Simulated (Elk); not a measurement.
# Magnetic state of Cr3PtN from several starts, part 2 of 3

Does Cr3PtN prefer parallel or opposed moments, or none?

Elk 11.2.3 (patched build); LDA (Perdew-Wang); all-electron APW+lo, Dirac cores, scalar-relativistic bands.

So far. Step 2 (Start 1: ferro +++): After 82 cycles the seed has died away: no moment is left.

### Step 3. Order 2, typed as ferri ++-

An opposed order shows whether the pairs that it reverses prefer unlike signs.

Contents of elk.in:

```
tasks
  0

xctype
  3

rgkmax
  7.5

nempty
  12

swidth
  0.003

reducebf
  0.5

epsengy
  1e-05

maxscl
  100

lmaxi
  2

spinpol
  .true.

sppath
  './'

avec
  7.39522194582 0.00000000000 0.00000000000
  0.00000000000 7.39522194582 0.00000000000
  0.00000000000 0.00000000000 7.39522194582

atoms
  3
  'Cr.in'
  3
  0.5000000000 0.0000000000 0.5000000000   0.000000 0.000000 -0.125000
  0.0000000000 0.5000000000 0.5000000000   0.000000 0.000000 -0.125000
  0.5000000000 0.5000000000 0.0000000000   0.000000 0.000000 0.125000
  'Pt.in'
  1
  0.0000000000 0.0000000000 0.0000000000   0.000000 0.000000 0.000000
  'N.in'
  1
  0.5000000000 0.5000000000 0.5000000000   0.000000 0.000000 0.000000

ngridk
  6 6 6
```

The run is started by

```bash
OMP_NUM_THREADS=4 elk
```

Numbers of over 12 decimals in the logs are rounded to 6 here.

The program printed:

```text
Warning(gndstate): core states of species 2 leak from the muffin-tin :   0.1535235163E-03

--- INFO.OUT ---
┌─────────────────────────┐
│ Elk code version 11.2.3 │
└─────────────────────────┘

All units are atomic (Hartree, Bohr, etc.)

┌─────────────────────────────────────────────────┐
│ Ground-state run starting from atomic densities │
└─────────────────────────────────────────────────┘

Lattice vectors :
   7.395221946       0.000000000       0.000000000
   0.000000000       7.395221946       0.000000000
   0.000000000       0.000000000       7.395221946

Species : 1 (Cr)
 parameters loaded from : Cr.in
 name : chromium
 nuclear charge    :   -24.00000000
 electronic charge :    24.00000000
 atomic mass :    94783.09202
 muffin-tin radius :    2.084349127
 number of radial points in muffin-tin :    497
 inner part over the whole radius :   0.9963352826E-02
 number on inner part of muffin-tin    :    349
 approximate nuclear radius :   0.6987106690E-04
 number of mesh points to nuclear radius :    166
 atomic positions (lattice), magnetic fields (Cartesian) :
  1 :   0.50000000  0.00000000  0.50000000    0.00000000  0.00000000 -0.12500000
  2 :   0.00000000  0.50000000  0.50000000    0.00000000  0.00000000 -0.12500000
  3 :   0.50000000  0.50000000  0.00000000    0.00000000  0.00000000  0.12500000

Species : 2 (Pt)
 parameters loaded from : Pt.in
 name : platinum
 nuclear charge    :   -78.00000000
 electronic charge :    78.00000000
 atomic mass :    355605.4401
 muffin-tin radius :    2.800000000
 number of radial points in muffin-tin :    697
 inner part over the whole radius :   0.9830782365E-02
 number on inner part of muffin-tin    :    500
 approximate nuclear radius :   0.1029052813E-03
 number of mesh points to nuclear radius :    262
 atomic positions (lattice), magnetic fields (Cartesian) :
  1 :   0.00000000  0.00000000  0.00000000    0.00000000  0.00000000  0.00000000

Species : 3 (N)
 parameters loaded from : N.in
 name : nitrogen
 nuclear charge    :   -7.000000000
 electronic charge :    7.000000000
 atomic mass :    25532.65216
 muffin-tin radius :    1.563261846
 number of radial points in muffin-tin :    297
 inner part over the whole radius :   0.9871562954E-02
 number on inner part of muffin-tin    :    203
 approximate nuclear radius :   0.4939692610E-04
 number of mesh points to nuclear radius :     86
 atomic positions (lattice), magnetic fields (Cartesian) :
  1 :   0.50000000  0.50000000  0.50000000    0.00000000  0.00000000  0.00000000

Total number of atoms per unit cell :    5
Total muffin-tin volume :    221.7491701
 ratio of muffin-tin to unit cell volume :   0.5482875259

Spin treatment :
 spin-polarised
 global magnetic field (Cartesian) :    0.000000000       0.000000000       0.000000000
 collinear magnetisation in z-direction

Number of Bravais lattice symmetries :   48
Number of crystal symmetries         :   16
Crystal has inversion symmetry
Real symmetric eigensolver will be used

k-point grid :      6     6     6
k-point offset :    0.000000000       0.000000000       0.000000000
k-point set is reduced with full crystal symmetry group
Total number of k-points :       40

Muffin-tin radius times maximum |G+k| :    7.500000000
 using average radius
Maximum |G+k| for APW functions       :    3.532301028
Maximum (1/2)|G+k|²                   :    6.238575277
Maximum |G| for potential and density :    12.00000000
Constant for pseudocharge density :    8
 order of it for each species :   15  15  15
 order of it for pair densities of each species (exact exchange by exxq0 0: 15) :   11  15   5
Radial integration step length :    1

G-vector grid sizes :     30    30    30
Number of G-vectors :    11753

Maximum angular momentum used for
 APW functions            :    8
 outer part of muffin-tin :    6
 inner part of muffin-tin :    2

Number of empty states         :     60
Total number of valence states :    198
Total number of core states    :     80

Third-order local-orbitals added for an l without core states : T
Total number of local-orbitals :    115

Exchange-correlation functional :      3     0     0
 Perdew-Wang/Ceperley-Alder, Phys. Rev. B 45, 13244 (1992)
 gradient requirement :    0
 local density approximation (LDA)

Smearing type :    3
 Fermi-Dirac
Smearing width :   0.3000000000E-02
Effective electronic temperature (K) :    947.3250744

Mixing type :    3
 Broyden mixing, J. Phys. A: Math. Gen. 17, L317 (1984)

Kohn-Sham potential initialised from atomic data

┌──────────────────────────────┐
│ Self-consistent loop started │
└──────────────────────────────┘

┌─────────────────┐
│ Loop number : 1 │
└─────────────────┘

Energies :
 Fermi                       :     0.302717
 sum of occupied eigenvalues :     -13184.268478584
 electron kinetic            :      24301.065664871
 core electron kinetic       :      23187.788219317
 Coulomb                     :     -45447.196531648
 Coulomb potential           :     -36864.765997731
 nuclear-nuclear             :     -2152.2332973167
 electron-nuclear            :     -49776.671828594
 Hartree                     :      6481.7085942629
 Madelung                    :     -27014.813532783
 xc potential                :     -620.38085868770
 xc effective B-field        :    -0.126104
 external B-field            :      0.000000
 exchange                    :     -477.29994275988
 correlation                 :     -14.625278396139
 electron entropic           :    -0.35866719159414E-02
 total energy                :     -21638.059674605
 (external B-field energy excluded from total)

Density of states at Fermi energy :    120.1763057
 (states/Hartree/unit cell)

Estimated indirect band gap :   0.4116168216E-03
 from k-point 39 to k-point 8
Estimated direct band gap   :   0.2759503336E-02
 at k-point 8

Charges :
 core                        :    80.00000000
 valence                     :    77.00000000
 interstitial                :    8.123295991
 muffin-tins (core leakage)
  species : 1 (Cr)
   atom 1                    :    21.34111044     ( -0.3448063479E-05)
   atom 2                    :    21.34111044     ( -0.3448063479E-05)
   atom 3                    :    21.44386964     ( -0.3448063479E-05)
  species : 2 (Pt)
   atom 1                    :    77.75023500     (  0.1777876563E-03)
  species : 3 (N)
   atom 1                    :    7.000378492     ( -0.1800343870E-05)
 total in muffin-tins        :    148.8767040
 total calculated charge     :    156.9986088
 total charge                :    157.0000000
 error                       :   0.1391171361E-02

Moments :
 interstitial                :   0.1333320739
 muffin-tins
  species : 1 (Cr)
   atom 1                    :    1.386551683
   atom 2                    :    1.386551683
   atom 3                    :   -1.561292414
  species : 2 (Pt)
   atom 1                    :   0.1352802101E-01
  species : 3 (N)
   atom 1                    :  -0.3261356767E-02
 total in muffin-tins        :    1.222077616
 total moment                :    1.355409690

[... earlier loops left out ...]

┌──────────────────┐
│ Loop number : 32 │
└──────────────────┘

Energies :
 Fermi                       :     0.386265
 sum of occupied eigenvalues :     -13177.500985335
 electron kinetic            :      24326.526972324
 core electron kinetic       :      23189.230544338
 Coulomb                     :     -45470.434310503
 Coulomb potential           :     -36849.365488201
 nuclear-nuclear             :     -2152.2332973167
 electron-nuclear            :     -49839.781426329
 Hartree                     :      6521.5804131429
 Madelung                    :     -27045.751566403
 xc potential                :     -654.55350238620
 xc effective B-field        :    -0.108967
 external B-field            :      0.000000
 exchange                    :     -478.95182880347
 correlation                 :     -14.675127113573
 electron entropic           :    -0.39801509173864E-02
 total energy                :     -21637.538274247
 (external B-field energy excluded from total)

Density of states at Fermi energy :    132.2467772
 (states/Hartree/unit cell)

Estimated indirect band gap :   0.1246917442E-03
 from k-point 23 to k-point 7
Estimated direct band gap   :   0.3111449494E-02
 at k-point 13

Charges :
 core                        :    80.00000000
 valence                     :    77.00000000
 interstitial                :    7.294925638
 muffin-tins (core leakage)
  species : 1 (Cr)
   atom 1                    :    22.04324428     ( -0.3448133340E-05)
   atom 2                    :    22.04324428     ( -0.3448133340E-05)
   atom 3                    :    22.04327610     ( -0.3448132693E-05)
  species : 2 (Pt)
   atom 1                    :    77.64651096     (  0.1535235163E-03)
  species : 3 (N)
   atom 1                    :    5.928798740     ( -0.1757688238E-05)
 total in muffin-tins        :    149.7050744
 total calculated charge     :    156.9987320
 total charge                :    157.0000000
 error                       :   0.1268026122E-02

Moments :
 interstitial                :   0.7036969457E-01
 muffin-tins
  species : 1 (Cr)
   atom 1                    :    1.192345721
   atom 2                    :    1.192345721
   atom 3                    :   -1.592912415
  species : 2 (Pt)
   atom 1                    :   0.3730970525E-01
  species : 3 (N)
   atom 1                    :  -0.8975343100E-02
 total in muffin-tins        :   0.8201133885
 total moment                :   0.8904830831

┌──────────────────────────────┐
│ Self-consistent loop stopped │
└──────────────────────────────┘

Warning : core states of species 2 leak from the muffin-tin :   0.1535235163E-03

Wrote STATE.OUT
```

It took 4.1 min on 4 threads of Arm Neoverse V2, shared host; peak memory 0.42 GiB; 16 min of CPU time.

Spin moment in the muffin-tin sphere by atom:

| atom | spin moment in the muffin-tin sphere (μB) |
| --- | --- |
| Cr1 | 1.19 |
| Cr2 | 1.19 |
| Cr3 | -1.59 |
| Pt4 | 0.04 |
| N5 | -0.01 |

Numbers from this step:

- density of states at the Fermi level: 4.860 states/eV/cell
- moment between the spheres: 0.07037 μB
- magnetization: 0.8905 μB
- final state: ferrimagnetic

It lies 44.3 meV a seeded atom under the first start, and its largest moment is 1.59 μB against 1.3e-5 μB.

### Step 4. Order 3, typed as no spin polarisation

This run holds no moments, which gives a state to set the others against.

Contents of elk.in:

```
tasks
  0

xctype
  3

rgkmax
  7.5

nempty
  12

swidth
  0.003

epsengy
  1e-05

maxscl
  100

lmaxi
  2

sppath
  './'

avec
  7.39522194582 0.00000000000 0.00000000000
  0.00000000000 7.39522194582 0.00000000000
  0.00000000000 0.00000000000 7.39522194582

atoms
  3
  'Cr.in'
  3
  0.5000000000 0.0000000000 0.5000000000   0.000000 0.000000 0.000000
  0.0000000000 0.5000000000 0.5000000000   0.000000 0.000000 0.000000
  0.5000000000 0.5000000000 0.0000000000   0.000000 0.000000 0.000000
  'Pt.in'
  1
  0.0000000000 0.0000000000 0.0000000000   0.000000 0.000000 0.000000
  'N.in'
  1
  0.5000000000 0.5000000000 0.5000000000   0.000000 0.000000 0.000000

ngridk
  6 6 6
```

The run is started by

```bash
OMP_NUM_THREADS=4 elk
```

The program printed:

```text
Warning(gndstate): core states of species 2 leak from the muffin-tin :   0.1530965186E-03

--- INFO.OUT ---
┌─────────────────────────┐
│ Elk code version 11.2.3 │
└─────────────────────────┘

All units are atomic (Hartree, Bohr, etc.)

┌─────────────────────────────────────────────────┐
│ Ground-state run starting from atomic densities │
└─────────────────────────────────────────────────┘

Lattice vectors :
   7.395221946       0.000000000       0.000000000
   0.000000000       7.395221946       0.000000000
[...]
atom 3                    :    22.03492569     ( -0.3448136193E-05)
  species : 2 (Pt)
   atom 1                    :    77.63362513     (  0.1530965186E-03)
  species : 3 (N)
   atom 1                    :    5.921088529     ( -0.1760747421E-05)
 total in muffin-tins        :    149.6594907
 total calculated charge     :    156.9987899
 total charge                :    157.0000000
 error                       :   0.1210082713E-02

┌──────────────────────────────┐
│ Self-consistent loop stopped │
└──────────────────────────────┘

Warning : core states of species 2 leak from the muffin-tin :   0.1530965186E-03

Wrote STATE.OUT

[key lines of the parts left out:]
total energy                :     -21637.533391683
```

It took 14 s on 4 threads; peak memory 0.13 GiB; 50 s of CPU time.

Numbers from this step:

| Property | Result |
| --- | --- |
| density of states at the Fermi level | 7.889 states/eV/cell |
| final state | non-magnetic (no spin polarisation) |

It ends in the same state without moments as the first start; the 0.0053 meV between them is numerical noise.

### Step 5. A faulty input

An input with a fault is tried, to see how the program answers.

Contents of elk.in:

```
tasks
  0

xctype
  77

rgkmax
  7.5

nempty
  12

swidth
  0.003

reducebf
  0.5

epsengy
  1e-05

maxscl
  100

lmaxi
  2

spinpol
  .true.

sppath
  './'

avec
  7.39522194582 0.00000000000 0.00000000000
  0.00000000000 7.39522194582 0.00000000000
  0.00000000000 0.00000000000 7.39522194582

atoms
  3
  'Cr.in'
  3
  0.5000000000 0.0000000000 0.5000000000   0.000000 0.000000 -0.125000
  0.0000000000 0.5000000000 0.5000000000   0.000000 0.000000 -0.125000
  0.5000000000 0.5000000000 0.0000000000   0.000000 0.000000 -0.125000
  'Pt.in'
  1
  0.0000000000 0.0000000000 0.0000000000   0.000000 0.000000 0.000000
  'N.in'
  1
  0.5000000000 0.5000000000 0.5000000000   0.000000 0.000000 0.000000

ngridk
  6 6 6
```

The run is started by

```bash
OMP_NUM_THREADS=4 elk
```

The program printed:

```text
┌─────────────────────────────────┐
│ Elk code version 11.2.3 started │
└─────────────────────────────────┘

Error(getxcdata): xctype not defined : 77
```

Wall time 0.01 s (4 threads); peak memory 0.05 GiB; 0.01 s of CPU time.

The input was rejected at the start.

The program's message: “Error(getxcdata): xctype not defined : 77”

The fault put into the input: an unknown functional.

The functional must be one that the program lists.

### Step 6. Energies of the orders

These are free energies at a smearing of 0.0816 eV, so its entropy term is in the differences. They are divided by the number of seeded atoms, so that cells of unlike size compare.

Orders:

| start | final state | typed order kept | energy over the lowest (meV a seeded atom) | largest sphere moment (μB) | net moment (μB a primitive cell) | DOS at the Fermi level (states/eV a primitive cell) | mesh matched | CPU time (s) |
| --- | --- | --- | --- | --- | --- | --- | --- | --- |
| ferro +++ | non-magnetic | no | 44.28 | 0 | 0 | 7.889 | yes | 1279 |
| ferri ++- | ferrimagnetic | yes | 0 | 1.593 | 0.8905 | 4.86 | yes | 971 |
| no spin polarisation | non-magnetic | - | 44.29 | 0 | 0 | 7.889 | yes | 49.96 |

(Part 2 of 3 ends here.)

[Logs and program files are shortened in this print: banners, set-up blocks, solver, clock and traceback lines can be left out without a mark of their own.]

[Logs are printed without paths, hosts, clocks, repeated set-up lines and the standing remarks that a program may print on its own settings, such as how far it seeks lower states.]

[Hosts, paths, dates, database ids (printed as entryN), source tags and the programs' standing remarks are cut or masked in the printed files.]

[Where a cell is said to come from a database of computed structures, the database is the Materials Project.]
